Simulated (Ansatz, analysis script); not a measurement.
# Energy of spin spirals in a free-standing triangular Ir monolayer, spacing 2.904 Å, part 2 of 2

Aim: the energy of a free-standing triangular Ir monolayer, spacing 2.904 Å as its moments wind into spirals of wavevector q.

Ansatz 0.2.0; PBE, PAW set soft_1.

So far. Step 4 (q = (0, 0, 0)): The largest moment is 1.25 μB, against 1.24 μB in the collinear run. Step 5 (q = (0.083, 0.083, 0)): The energy of the cell lies 13.0 meV above that at q = 0, and the largest moment is 1.18 μB against 1.25 μB.

## (6) q = (0.167, 0, 0)

Level of this step: Ansatz DFT, spin spiral by the generalised Bloch theorem, no spin-orbit coupling; PBE, PAW set soft_1; PAW set soft_1 (Ansatz).

Input file input.yaml:

```yaml
crystal:
  lattice:
    - [2.904, 0.0, 0.0]
    - [-1.452, 2.514938, 0.0]
    - [0.0, 0.0, 14.0]
  atoms:
    - { symbol: Ir, position: [0.0, 0.0, 0.5], spin: 1.24, spin_axis: [1.0, 0.0, 0.0] }
kpoints:
  mp_grid: { grid: [24, 24, 1] }
hamiltonian:
  xc: pbe
  pseudopotentials: { kind: paw, azcp: { folder: soft_1 } }
scf:
  occupations: { method: fermi_dirac, width: 0.1 }
  max_iter: 120
  convergence: { dr2_threshold: 1.0e-08 }
  lower_state_search: "off"
basis:
  ecutwfc: 420.0
magnetization:
  noncollinear: true
  spin_spiral: { q: [0.16666667, 0.0, 0.0] }
checkpoint:
  read: start
```

Started as:

```bash
> ansatz run input.yaml --threads 1 --pin off --max-ram 2048MiB --backend cpu --events-out ev --progress --plain --runs-dir out
```

Numbers of over 12 decimals in the logs are rounded to 6 here.

Log:

```text
[...]
Crystal: 1 atoms, lattice volume = 102.247 Å³
Basis set: ecut = 420 eV, 2015 PW (Γ)
Bands: 26, of which v1, the nominal top of the filled ones, is band 17 counted from 1 (16 counted from 0)
Symmetry: 4 space group operations
k-points: 157 of 576
[...]
SCF iter   8: F=-11934.175803 eV  HF=-11934.175803 eV  |F-HF|=5.11e-10  |Δ(HF+E_count)|=   1.26e-7  Δρ=1.86e-6  dr2=1.05e-9  dr2_m=9.04e-10  ethr=5.88e-11  |M|=1.22e0 ∫|m|=1.30e0 μB  |m|>n=4.7e-2 m-floor=4.7e-2 τ_xc=5.6e-3 mc-row=4.7e-2 uncertified=3  ⟨swp⟩=1.9  Hψ=13311  notcnv=0
SCF 1 converged in 8 iterations: F = -11934.175803 eV  dr2 = 1.05e-9
[...]
SCF converged after 8 iterations
Magnetization: |M| = 1.2179 μB,  M = (+1.2179, -0.0000, +0.0000) μB
Absolute magnetization: 1.2957 μB (∫|m|, with the PAW one-centre terms)
  site 0: m = (+1.1582, -0.0000, +0.0000) μB, |m| = 1.1582 μB  (R = 1.20 Å)
Free energy (F): -11934.175803 eV
[...]
Internal energy: -11934.084240 eV  (E = F + TS)
E sigma→0 (E₀):  -11934.130022 eV
Entropy (-TS):   -0.091563 eV (-91.563 meV/atom)
Fermi energy:    -1.650503 eV
[...]
```

The job ended after 33 s (1 thread of Intel Xeon 6975P-C (Granite Rapids), shared host; peak memory 0.99 GiB).

The energy of the cell lies 17.9 meV above that at q = 0, and the largest moment is 1.16 μB against 1.25 μB.

## (7) q = (0.333, 0, 0)

Changes to input.yaml since step 6:

```diff
@@ -21,3 +21,3 @@
   noncollinear: true
-  spin_spiral: { q: [0.16666667, 0.0, 0.0] }
+  spin_spiral: { q: [0.33333333, 0.0, 0.0] }
 checkpoint:
```

Log:

```text
[...]
Crystal: 1 atoms, lattice volume = 102.247 Å³
Basis set: ecut = 420 eV, 2015 PW (Γ)
Bands: 26, of which v1, the nominal top of the filled ones, is band 17 counted from 1 (16 counted from 0)
Symmetry: 4 space group operations
k-points: 157 of 576
[...]
SCF iter  11: F=-11934.129997 eV  HF=-11934.129997 eV  |F-HF|=2.40e-10  |Δ(HF+E_count)|=   8.75e-9  Δρ=1.16e-6  dr2=4.35e-10  dr2_m=4.17e-10  ethr=3.27e-11  |M|=8.51e-1 ∫|m|=9.74e-1 μB  |m|>n=4.5e-2 m-floor=4.5e-2 τ_xc=3.1e-3 mc-row=4.5e-2 uncertified=1  ⟨swp⟩=1.0  Hψ=11467  notcnv=0
SCF 1 converged in 11 iterations: F = -11934.129997 eV  dr2 = 4.35e-10
[...]
SCF converged after 11 iterations
Magnetization: |M| = 0.8508 μB,  M = (+0.8508, +0.0000, +0.0000) μB
Absolute magnetization: 0.9740 μB (∫|m|, with the PAW one-centre terms)
  site 0: m = (+0.8543, +0.0000, +0.0000) μB, |m| = 0.8543 μB  (R = 1.20 Å)
Free energy (F): -11934.129997 eV
[...]
Internal energy: -11934.010117 eV  (E = F + TS)
E sigma→0 (E₀):  -11934.070057 eV
Entropy (-TS):   -0.119880 eV (-119.880 meV/atom)
Fermi energy:    -1.757594 eV
[...]
```

It took 44 s on 1 thread; peak memory 1 GiB.

The energy of the cell lies 63.8 meV above that at q = 0, and the largest moment is 0.854 μB against 1.25 μB.

## (8) q = (0.5, 0, 0)

Changes to input.yaml since step 7:

```diff
@@ -21,3 +21,3 @@
   noncollinear: true
-  spin_spiral: { q: [0.33333333, 0.0, 0.0] }
+  spin_spiral: { q: [0.5, 0.0, 0.0] }
 checkpoint:
```

Log:

```text
[...]
Crystal: 1 atoms, lattice volume = 102.247 Å³
Basis set: ecut = 420 eV, 2015 PW (Γ)
Bands: 26, of which v1, the nominal top of the filled ones, is band 17 counted from 1 (16 counted from 0)
Symmetry: 4 space group operations
k-points: 157 of 576
[...]
SCF iter  12: F=-11934.116384 eV  HF=-11934.116384 eV  |F-HF|=3.09e-11  |Δ(HF+E_count)|=   6.60e-9  Δρ=8.81e-7  dr2=2.83e-10  dr2_m=2.06e-10  ethr=7.33e-12  |M|=6.47e-1 ∫|m|=7.53e-1 μB  |m|>n=4.4e-2 m-floor=4.4e-2 τ_xc=8.0e-4 mc-row=4.4e-2  ⟨swp⟩=1.0  Hψ=12944  notcnv=0
SCF 1 converged in 12 iterations: F = -11934.116384 eV  dr2 = 2.83e-10
[...]
SCF converged after 12 iterations
Magnetization: |M| = 0.6473 μB,  M = (+0.6473, +0.0000, +0.0000) μB
Absolute magnetization: 0.7527 μB (∫|m|, with the PAW one-centre terms)
  site 0: m = (+0.6611, +0.0000, +0.0000) μB, |m| = 0.6611 μB  (R = 1.20 Å)
Free energy (F): -11934.116384 eV
[...]
Internal energy: -11933.989345 eV  (E = F + TS)
E sigma→0 (E₀):  -11934.052864 eV
Entropy (-TS):   -0.127040 eV (-127.040 meV/atom)
Fermi energy:    -1.816815 eV
[...]
```

Elapsed: 44 s, on 1 thread; peak memory 1 GiB.

The energy of the cell lies 77.4 meV above that at q = 0, and the largest moment is 0.661 μB against 1.25 μB.

The other 3 runs of this kind were made alike; their results stand in the table below.

## (9) E(q)

```
q (reciprocal lattice)  path length (1/Å)  E(q) − E(0) (meV a magnetic atom)  |m| Ir no. 1 (μB)
             (0, 0, 0)              0.000                               0.00               1.25
         (0.167, 0, 0)              0.416                              17.95               1.16
         (0.333, 0, 0)              0.833                              63.76               0.85
           (0.5, 0, 0)              1.249                              77.37               0.66
     (0.417, 0.167, 0)              1.610                              77.06               0.65
     (0.333, 0.333, 0)              1.970                              79.74               0.56
       (0.25, 0.25, 0)              2.331                              75.57               0.66
     (0.083, 0.083, 0)              3.052                              13.05               1.18
             (0, 0, 0)              3.413                               0.00               1.25
```

## (10) Results

| Quantity | Value |
| --- | --- |
| lowest point of the path | q = 0 |
| highest point | 79.7 meV a magnetic atom |

What this shows: No spiral that was run lies below the ferromagnetic state at q = 0, and winding the moments costs up to 79.7 meV a magnetic atom. The moments change by at most 56 % from their size at q = 0, so they are itinerant and a model of rigid spins is rough. No spin model is given, since the moments change too much along the path. The 8 spiral runs took 5.7 min of wall time, added up. Energies are free energies at a smearing of 0.1 eV, and with partly filled levels differences shift, at times strongly, as the smearing goes to zero. The cell was taken as built, with atoms unrelaxed. In doubt: the program's search for lower states was switched off, so a lower magnetic state than those reached may exist.

[Logs and program files are shortened in this print: banners, set-up blocks, solver, clock and traceback lines can be left out without a mark of their own.]

[Logs are printed without paths, hosts, clocks, repeated set-up lines and the standing remarks that a program may print on its own settings, such as how far it seeks lower states.]

[Hosts, paths, dates, database ids (printed as entryN), source tags and the programs' standing remarks are cut or masked in the printed files.]
